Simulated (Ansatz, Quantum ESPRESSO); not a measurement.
# MgI2 (P-3m1): Raman and infrared activity, part 2 of 3

Wanted: vibrational spectra of MgI2 (P-3m1) from linear and non-linear response.

Quantum ESPRESSO 8.0 development, patched; DFT LDA, scalar-relativistic, plane waves, PseudoDojo norm-conserving pseudopotentials.

So far. Step 2 (A first look): A gap of 3.3 eV opens on this mesh, so the crystal is taken as an insulator; the start stands at -2.1 GPa. Step 4 (Ground state): The cell stands at -0.12 GPa, close enough for phonons. The relaxed cell has a = 4.076, c = 6.677 Å (conventional setting).

The database entry behind the starting cell has ideal inner coordinates that were not refined, so it need not match the best structure at ambient conditions.

## 5. Linear response at Γ

At q = 0 one unit cell holds all displacements; symmetry groups them into irreducible representations that are solved one by one. The response to a field gives ε∞ and the Born charges, which polar modes need. Third-order response adds the Raman tensors.

The input, ph.in:

```
phonons
&INPUTPH
  prefix = 'x'
  outdir = './tmp'
  fildyn = 'g.dyn'
  tr2_ph = 1.0d-18
  epsil  = .true.
  lraman = .true.
  elop   = .true.
/
0.000000000 0.000000000 0.000000000
```

Launch:

```console
> OMP_NUM_THREADS=1 mpirun -n 8 ph.x -nk 8 -in ph.in > ph.out
```

Output:

```text
[banners, grids, parts of the stress and lines that vanish by symmetry left out]
[banner, memory and clock lines left out]
Program PHONON v.8.0dev

[...]
(   1q-points):
[...]
Exchange-correlation= PW
                           (   1   4   0   0   0   0   0)
[...]
kinetic-energy cut-off    =      76.0000  Ry
     charge density cut-off    =     304.0000  Ry
     convergence threshold     =      1.0E-18
[...]
Exchange-correlation= PW
                           (   1   4   0   0   0   0   0)
[...]
q = (   0.0000000   0.0000000   0.0000000 )
     13 Sym.Ops. (with q -> -q+G )
     G cutoff =  456.9278  (  57947 G-vectors)     FFT grid: ( 45, 45, 72)
     number of k points=    24
[...]
Mode symmetry, D_3d (-3m)  point group:
[...]
Dielectric constant
[...]
End of electric fields calculation
          Dielectric constant in cartesian axis
          (       4.845773352      -0.000000001       0.000000000 )
          (      -0.000000001       4.845773353       0.000000000 )
          (       0.000000000      -0.000000000       4.356755054 )
          Effective charges (d Force / dE) in cartesian axis without acoustic sum rule applied (asr)
           atom    1  Mg    Mean Z*:        2.20112
      Ex  (        2.47093        0.00000        0.00000 )
      Ey  (        0.00000        2.47093       -0.00000 )
      Ez  (        0.00000        0.00000        1.66151 )
           atom    2  I     Mean Z*:       -1.12069
      Ex  (       -1.26553        0.00000        0.00000 )
      Ey  (        0.00000       -1.26553        0.00000 )
      Ez  (        0.00000        0.00000       -0.83101 )
           atom    3  I     Mean Z*:       -1.12069
      Ex  (       -1.26553        0.00000        0.00000 )
      Ey  (        0.00000       -1.26553        0.00000 )
      Ez  (        0.00000        0.00000       -0.83101 )
          Effective charges Sum: Mean:       -0.04026
[...]
Effective charges (d Force / dE) in cartesian axis with asr applied:
           atom    1  Mg    Mean Z*:        2.21454
[...]
atom    2  I     Mean Z*:       -1.10727
[...]
atom    3  I     Mean Z*:       -1.10727
[...]
Dielectric constant from finite-differences
          (       4.845728146      -0.000000001       0.000000000 )
          (      -0.000000001       4.845728147       0.000000000 )
          (       0.000000000       0.000000000       4.356677271 )
[...]
(      -0.000000000      -0.000000000      -0.000000000 )
          (      -0.000000000      -0.000000000      -0.000000000 )
          (       0.000000000       0.000000000       0.000000000 )
          (       0.000000000       0.000000000      -0.000000000 )
          (       0.000000000       0.000000000       0.000000000 )
          (      -0.000000000      -0.000000000      -0.000000000 )
          (       0.000000000       0.000000000       0.000000000 )
          (       0.000000000       0.000000000      -0.000000000 )
[...]
(      -0.000000000      -0.061554326      -0.097250556 )
          (       0.000000000      -0.097250556       0.000000000 )
          (      -0.381847276       0.000000000       0.000000000 )
          (       0.000000000      -0.381847276       0.000000000 )
          (       0.000000000       0.000000000      -1.062991215 )
[...]
Representation #   1 mode #   1
[...]
End of self-consistent calculation
     Convergence has been achieved
     Representation #   2 modes #   2   3
[...]
End of self-consistent calculation
     Convergence has been achieved
     Representation #   3 mode #   4
[...]
End of self-consistent calculation
     Convergence has been achieved
     Representation #   4 mode #   5
[...]
End of self-consistent calculation
     Convergence has been achieved
     Representation #   5 modes #   6   7
[...]
End of self-consistent calculation
     Convergence has been achieved
     Representation #   6 modes #   8   9
[...]
End of self-consistent calculation
     Convergence has been achieved
[...]
Dielectric constant in cartesian axis
          (       4.845773352      -0.000000001       0.000000000 )
          (      -0.000000001       4.845773353       0.000000000 )
          (       0.000000000      -0.000000000       4.356755054 )
          Effective charges (d Force / dE) in cartesian axis without acoustic sum rule applied (asr)
           atom    1  Mg    Mean Z*:        2.20112
      Ex  (        2.47093        0.00000        0.00000 )
      Ey  (        0.00000        2.47093       -0.00000 )
      Ez  (        0.00000        0.00000        1.66151 )
           atom    2  I     Mean Z*:       -1.12069
      Ex  (       -1.26553        0.00000        0.00000 )
      Ey  (        0.00000       -1.26553        0.00000 )
      Ez  (        0.00000        0.00000       -0.83101 )
           atom    3  I     Mean Z*:       -1.12069
      Ex  (       -1.26553        0.00000        0.00000 )
      Ey  (        0.00000       -1.26553        0.00000 )
      Ez  (        0.00000        0.00000       -0.83101 )
          Effective charges Sum: Mean:       -0.04026
[...]
Effective charges (d Force / dE) in cartesian axis with asr applied:
           atom    1  Mg    Mean Z*:        2.21454
[...]
atom    2  I     Mean Z*:       -1.10727
[...]
atom    3  I     Mean Z*:       -1.10727
[...]
q = (    0.000000000   0.000000000   0.000000000 )
[...]
freq (    1) =       0.112869 [THz] =       3.764917 [cm-1]
     freq (    2) =       0.112869 [THz] =       3.764917 [cm-1]
     freq (    3) =       0.239050 [THz] =       7.973848 [cm-1]
     freq (    4) =       2.052075 [THz] =      68.449866 [cm-1]
     freq (    5) =       2.052075 [THz] =      68.449866 [cm-1]
     freq (    6) =       3.332055 [THz] =     111.145393 [cm-1]
     freq (    7) =       5.538392 [THz] =     184.740879 [cm-1]
     freq (    8) =       5.538392 [THz] =     184.740879 [cm-1]
     freq (    9) =       8.124681 [THz] =     271.010181 [cm-1]
[...]
Mode symmetry, D_3d (-3m)  point group:
     freq (   1-   2) =          3.8  [cm-1]   --> E_u  L_3'       I
     freq (   3-   3) =          8.0  [cm-1]   --> A_2u L_2'       I
     freq (   4-   5) =         68.4  [cm-1]   --> E_g  L_3        R
     freq (   6-   6) =        111.1  [cm-1]   --> A_1g L_1        R
     freq (   7-   8) =        184.7  [cm-1]   --> E_u  L_3'       I
     freq (   9-   9) =        271.0  [cm-1]   --> A_2u L_2'       I
```

Run time: 8.4 min. Hardware: 8 MPI ranks of Arm Neoverse V2, shared host.

Read from the output:

- miss of the charge sum rule: 0.06013 e
- largest acoustic frequency at the zone centre before the sum rule: 7.97 cm⁻¹
- highest optical zone-centre mode (no LO-TO term): 271.0 cm⁻¹
- lowest optical zone-centre mode: 68.45 cm⁻¹
- mean high-frequency dielectric constant: 4.683
- largest Born charge in size (third of the trace): 2.201 e

Born charge (rows field, columns displacement), before the sum rule (e), principal values of the symmetric part by kind of site:

```tsv
atom	atoms with these values	low	middle	high	mean
Mg1	1	1.66	2.47	2.47	2.20
I2	2	-1.27	-1.27	-0.83	-1.12
```

In full for Mg1:

```
2.47 0.00 0.00
0.00 2.47 0.00
0.00 0.00 1.66
```

High-frequency dielectric tensor:

```
4.85 0.00 0.00
0.00 4.85 0.00
0.00 0.00 4.36
```

The acoustic modes at Γ come out as far as 8.0 cm⁻¹ from zero, where they should vanish, a small numerical error; the Born charges miss their sum rule by 0.060 e, too much: mesh or cutoff is short for the field response.

## 6. Modes with the sum rule

A rigid shift of the crystal must cost nothing, but grids and finite bases break this; the acoustic sum rule is imposed before the matrix is diagonalised again. With Born charges the intensities follow, and the static dielectric tensor.

The input, dynmat.in:

```
&INPUT
  fildyn = 'g.dyn'
  asr    = 'crystal'
  fileig = 'dynmat.eig'
  lperm  = .true.
/
```

Launch:

```console
> dynmat.x -in dynmat.in > dynmat.out
```

Output:

```text
[banner, memory and clock lines left out]
Program DYNMAT v.8.0dev

     Reading Dynamical Matrix from file g.dyn
     ...Force constants read
     ...epsilon and Z* read
     ...Raman cross sections read
     Acoustic Sum Rule: || Z*(ASR) - Z*(orig)|| =    4.909456E-02
     Acoustic Sum Rule: ||dyn(ASR) - dyn(orig)||=    1.055511E-03
     A direction for q was not specified:TO-LO splitting will be absent

     Polarizability (A^3 units)
     multiply by 0.448916 for Clausius-Mossotti correction (not under assume_isolated = 'mt')
        29.405885   -0.000000    0.000000
        -0.000000   29.405885   -0.000000
         0.000000    0.000000   25.666711

     IR activities are in (D/A)^2/amu units
     Raman activities are in A^4/amu units
     multiply Raman by 0.040612 for Clausius-Mossotti correction (not under assume_isolated = 'mt')

# mode   [cm-1]    [THz]      IR          Raman   depol.fact
    1     -0.00   -0.0000    0.0000         0.0000    0.3564
    2     -0.00   -0.0000    0.0000         0.0000    0.1019
    3      0.00    0.0000    0.0000         0.0000    0.2585
    4     68.45    2.0521    0.0000         0.9153    0.7500
    5     68.45    2.0521    0.0000         0.9153    0.7500
    6    111.15    3.3321    0.0000        65.5834    0.0751
    7    184.55    5.5328    6.4540         0.0000    0.1683
    8    184.55    5.5328    6.4540         0.0000    0.1502
    9    270.43    8.1073    2.8720         0.0000    0.1386

Electronic dielectric permittivity tensor (relative, adimensional)
         4.845773   -0.000000    0.000000
        -0.000000    4.845773   -0.000000
         0.000000    0.000000    4.356755

 ... with zone-center polar mode contributions
         9.051805   -0.000000    0.000000
        -0.000000    9.051805    0.000000
         0.000000    0.000000    5.228449
```

Wall time 0.47 s (1 thread).

Read from the output:

```yaml
highest_optical_zone_centre_mode_no_lo_to_term: 270.4 cm⁻¹
mean_static_dielectric_constant: 7.777
```

Unit eigenvectors of the mass-weighted matrix after the sum rule; no LO-TO term. Modes at Γ, with each element's share of the kinetic energy:

```tsv
mode	frequency (cm⁻¹)	symmetry	Mg %	I %
1	0.0	acoustic	9	91
2	0.0	acoustic	9	91
3	0.0	acoustic	9	91
4	68.4	Eg	0	100
5	68.4	Eg	0	100
6	111.2	A1g	0	100
7	184.6	Eu	91	9
8	184.6	Eu	91	9
9	270.4	A2u	91	9
```

Displacements in mode 5 (68.4 cm⁻¹), the largest set to 1:
```
Mg1  0.00  0.00  0.00
I2   0.15  1.00  0.00
I3  -0.15 -1.00  0.00
```

Displacements in mode 9 (270.4 cm⁻¹), the largest set to 1:
```
Mg1  0.00  0.00  1.00
I2   0.00  0.00 -0.10
I3   0.00  0.00 -0.10
```

Degenerate modes summed, no LO-TO term. Infrared lines, with heights relative to the strongest:

```tsv
position (cm⁻¹)	lines merged	label	IR intensity, relative
68	2	Eg	0.0
111	1	A1g	0.0
185	2	Eu	100
270	1	A2u	22
```

Degenerate modes summed. Lines of the Raman spectrum (strongest = 100):

```tsv
position (cm⁻¹)	lines merged	label	Raman activity, relative
68	2	Eg	2.8
111	1	A1g	100
185	2	Eu	0.0
270	1	A2u	0.0
```

Static dielectric tensor (ions relaxed, fixed cell):

```
9.05 0.00 0.00
0.00 9.05 0.00
0.00 0.00 5.23
```

The rule also moves an optical mode by 0.6 cm⁻¹.

## 7. Sum rules set otherwise (asr no)

Without the rule the raw error of the acoustic modes shows.

The input, dynmat.in:

```
&INPUT
  fildyn = 'g.dyn'
  asr    = 'no'
  fileig = 'dynmat.eig'
  lperm  = .true.
/
```

Launch:

```console
> dynmat.x -in dynmat.in > dynmat.out
```

Output:

```text
[banner, memory and clock lines left out]
Program DYNMAT v.8.0dev

     Reading Dynamical Matrix from file g.dyn
     ...Force constants read
     ...epsilon and Z* read
     ...Raman cross sections read
     A direction for q was not specified:TO-LO splitting will be absent

     Polarizability (A^3 units)
     multiply by 0.448916 for Clausius-Mossotti correction (not under assume_isolated = 'mt')
        29.405885   -0.000000    0.000000
        -0.000000   29.405885   -0.000000
         0.000000    0.000000   25.666711

     IR activities are in (D/A)^2/amu units
     Raman activities are in A^4/amu units
     multiply Raman by 0.040612 for Clausius-Mossotti correction (not under assume_isolated = 'mt')

# mode   [cm-1]    [THz]      IR          Raman   depol.fact
    1      3.77    0.1129    0.0004         0.0000    0.0896
    2      3.77    0.1129    0.0004         0.0000    0.2565
    3      7.97    0.2390    0.0000         0.0000    0.0893
    4     68.45    2.0521    0.0000         0.9153    0.7500
    5     68.45    2.0521    0.0000         0.9153    0.7500
    6    111.15    3.3321    0.0000        65.5834    0.0751
    7    184.74    5.5384    6.3774         0.0000    0.0906
    8    184.74    5.5384    6.3774         0.0000    0.0993
    9    271.01    8.1247    2.8715         0.0000    0.0990

Electronic dielectric permittivity tensor (relative, adimensional)
         4.845773   -0.000000    0.000000
        -0.000000    4.845773   -0.000000
         0.000000    0.000000    4.356755

 ... with zone-center polar mode contributions
         8.993526    0.000000   -0.000000
         0.000000    8.993526   -0.000000
        -0.000000   -0.000000    5.224591

)
 **************************************************************************
```

Run time: 0.47 s. Hardware: 1 thread.

Read from the output:

```
highest optical zone-centre mode (no LO-TO term) : 271.0 cm⁻¹
mean static dielectric constant                  : 7.737
```

Zone-centre frequencies as printed; negative means imaginary. Modes:

```tsv
mode	frequency (cm⁻¹)
1	3.77
2	3.77
3	7.97
4	68.45
5	68.45
6	111.2
7	184.7
8	184.7
9	271
```

Against the first rule no mode moves by more than 8.0 cm⁻¹.

## 8. Sum rules set otherwise: a sum rule for molecules or wires on a crystal

This rule also removes rotations, which suits molecules and not a crystal; it is tried to see the harm.

The input, dynmat.in:

```
&INPUT
  fildyn = 'g.dyn'
  asr    = 'zero-dim'
  fileig = 'dynmat.eig'
  lperm  = .true.
/
```

Launch:

```console
> dynmat.x -in dynmat.in > dynmat.out
```

Output:

```text
[banner, memory and clock lines left out]
Program DYNMAT v.8.0dev

     Reading Dynamical Matrix from file g.dyn
     ...Force constants read
     ...epsilon and Z* read
     ...Raman cross sections read
     Warning: this looks like a crystal, not a molecule in a box: use asr = 'crystal'
     Acoustic Sum Rule: || Z*(ASR) - Z*(orig)|| =    4.251950E-01
     Acoustic Sum Rule: ||dyn(ASR) - dyn(orig)||=    1.623273E-01
     Message from routine dynmat:
     WARNING: the charges keep any dipole. Ignore the strengths of the modes set to zero; with q typed a rigid rotation may get a frequency
     A direction for q was not specified:TO-LO splitting will be absent

     Polarizability (A^3 units)
     multiply by 0.448916 for Clausius-Mossotti correction (not under assume_isolated = 'mt')
        29.405885   -0.000000    0.000000
        -0.000000   29.405885   -0.000000
         0.000000    0.000000   25.666711

     IR activities are in (D/A)^2/amu units
     Raman activities are in A^4/amu units
     multiply Raman by 0.040612 for Clausius-Mossotti correction (not under assume_isolated = 'mt')

# mode   [cm-1]    [THz]      IR          Raman   depol.fact
    1     -0.00   -0.0000    1.3175        14.5649    0.0874
    2     -0.00   -0.0000    0.1578         1.7475    0.0869
    3     -0.00   -0.0000    0.0077         0.7227    0.0922
    4      0.00    0.0000    0.3017         1.4889    0.1115
    5      0.00    0.0000    0.7104         1.6858    0.2445
    6      0.00    0.0000    4.7145         0.2683    0.2900
    7     94.30    2.8270    0.4968        33.6861    0.0797
    8    133.42    3.9999    4.2473        13.1974    0.0785
    9    251.32    7.5344    3.6873         0.0524    0.0942

Electronic dielectric permittivity tensor (relative, adimensional)
         4.845773   -0.000000    0.000000
        -0.000000    4.845773   -0.000000
         0.000000    0.000000    4.356755

 ... with zone-center polar mode contributions
         6.100993   -2.109336    0.834010
        -2.109336   10.457575   -0.480157
         0.834010   -0.480157    5.321557
```

Run time: 0.46 s. Hardware: 1 thread.

The program raised no error, yet the settings are not those of a careful run.

The fault: a sum rule for molecules or wires on a crystal; 3 optical modes are projected out to zero frequency, as if they were rotations, and the static dielectric tensor is spoilt.

For a crystal the rule has to be 'simple' or 'crystal'.

Zone-centre frequencies as printed; negative means imaginary. Modes:

```tsv
mode	frequency (cm⁻¹)
1	0
2	0
3	0
4	0
5	0
6	0
7	94.3
8	133.4
9	251.3
```

## 9. Modes along a direction of q (1 0 0)

A longitudinal polar mode sets up a macroscopic field that stiffens it; the term hangs on the direction from which q goes to zero.

The input, dynmat.in:

```
&INPUT
  fildyn = 'g.dyn'
  asr    = 'crystal'
  fileig = 'dynmat.eig'
  q(1)   = 1.0
  q(2)   = 0.0
  q(3)   = 0.0
/
```

Launch:

```console
> dynmat.x -in dynmat.in > dynmat.out
```

Output:

```text
[banner, memory and clock lines left out]
Program DYNMAT v.8.0dev

     Reading Dynamical Matrix from file g.dyn
     ...Force constants read
     ...epsilon and Z* read
     ...Raman cross sections read
     Acoustic Sum Rule: || Z*(ASR) - Z*(orig)|| =    4.909456E-02
     Acoustic Sum Rule: ||dyn(ASR) - dyn(orig)||=    1.055511E-03

     Polarizability (A^3 units)
     multiply by 0.448916 for Clausius-Mossotti correction (not under assume_isolated = 'mt')
        29.405885   -0.000000    0.000000
        -0.000000   29.405885   -0.000000
         0.000000    0.000000   25.666711

     IR activities are in (D/A)^2/amu units
     Raman activities are in A^4/amu units
     multiply Raman by 0.040612 for Clausius-Mossotti correction (not under assume_isolated = 'mt')

# mode   [cm-1]    [THz]      IR          Raman   depol.fact
    1     -0.00   -0.0000    0.0000         0.0000    0.0488
    2      0.00    0.0000    0.0000         0.0000    0.2847
    3      0.00    0.0000    0.0000         0.0000    0.4330
    4     68.45    2.0521    0.0000         0.9153    0.7500
    5     68.45    2.0521    0.0000         0.9153    0.7500
    6    111.15    3.3321    0.0000        65.5834    0.0751
    7    184.55    5.5328    6.4540         0.0000    0.6917
    8    252.24    7.5619    6.4540         0.0000    0.7265
    9    270.43    8.1073    2.8720         0.0000    0.3418

[end of the log left out, with the tail of the file of modes that dynmat.x writes under the same name]
```

Wall time 0.46 s (1 thread).

Read from the output:

- highest mode moved by the LO-TO term: 252.2 cm⁻¹

Zone-centre frequencies as printed; negative means imaginary. Modes:

```tsv
mode	frequency (cm⁻¹)
1	0
2	0
3	0
4	68.45
5	68.45
6	111.2
7	184.6
8	252.2
9	270.4
```

The field moves one mode, from 185 to 252 cm⁻¹; the others stay.

## 10. The LO-TO splitting (0 0 1)

The input, dynmat.in:

```
&INPUT
  fildyn = 'g.dyn'
  asr    = 'crystal'
  fileig = 'dynmat.eig'
  q(1)   = 0.0
  q(2)   = 0.0
  q(3)   = 1.0
/
```

Launch:

```console
> dynmat.x -in dynmat.in > dynmat.out
```

Output:

```text
[banner, memory and clock lines left out]
Program DYNMAT v.8.0dev

     Reading Dynamical Matrix from file g.dyn
     ...Force constants read
     ...epsilon and Z* read
     ...Raman cross sections read
     Acoustic Sum Rule: || Z*(ASR) - Z*(orig)|| =    4.909456E-02
     Acoustic Sum Rule: ||dyn(ASR) - dyn(orig)||=    1.055511E-03

     Polarizability (A^3 units)
     multiply by 0.448916 for Clausius-Mossotti correction (not under assume_isolated = 'mt')
        29.405885   -0.000000    0.000000
        -0.000000   29.405885   -0.000000
         0.000000    0.000000   25.666711

     IR activities are in (D/A)^2/amu units
     Raman activities are in A^4/amu units
     multiply Raman by 0.040612 for Clausius-Mossotti correction (not under assume_isolated = 'mt')

# mode   [cm-1]    [THz]      IR          Raman   depol.fact
    1     -0.00   -0.0000    0.0000         0.0000    0.3760
    2      0.00    0.0000    0.0000         0.0000    0.1505
    3      0.00    0.0000    0.0000         0.0000    0.2909
    4     68.45    2.0521    0.0000         0.9153    0.7500
    5     68.45    2.0521    0.0000         0.9153    0.7500
    6    111.15    3.3321    0.0000        65.5834    0.0751
    7    184.55    5.5328    6.4540         0.0000    0.0836
    8    184.55    5.5328    6.4540         0.0000    0.1356
    9    296.25    8.8814    2.8720         0.0000    0.2038

[end of the log left out, with the tail of the file of modes that dynmat.x writes under the same name]
```

Run time: 0.46 s. Hardware: 1 thread.

Numbers from this step:

```yaml
highest_mode_moved_by_the_lo_to_term: 296.2 cm⁻¹
```

Zone-centre frequencies as printed; negative means imaginary. Modes:

```tsv
mode	frequency (cm⁻¹)
1	0
2	0
3	0
4	68.45
5	68.45
6	111.2
7	184.6
8	184.6
9	296.2
```

The field moves one mode, from 270 to 296 cm⁻¹; the others stay.

(Continued in part 3 of 3.)

[Host names and launcher messages were left out of these logs when they were recorded.]

[Logs are printed without paths, hosts, clocks, repeated set-up lines and the standing remarks that a program may print on its own settings, such as how far it seeks lower states.]

[Hosts, paths, dates, database ids (printed as entryN), source tags and the programs' standing remarks are cut or masked in the printed files.]
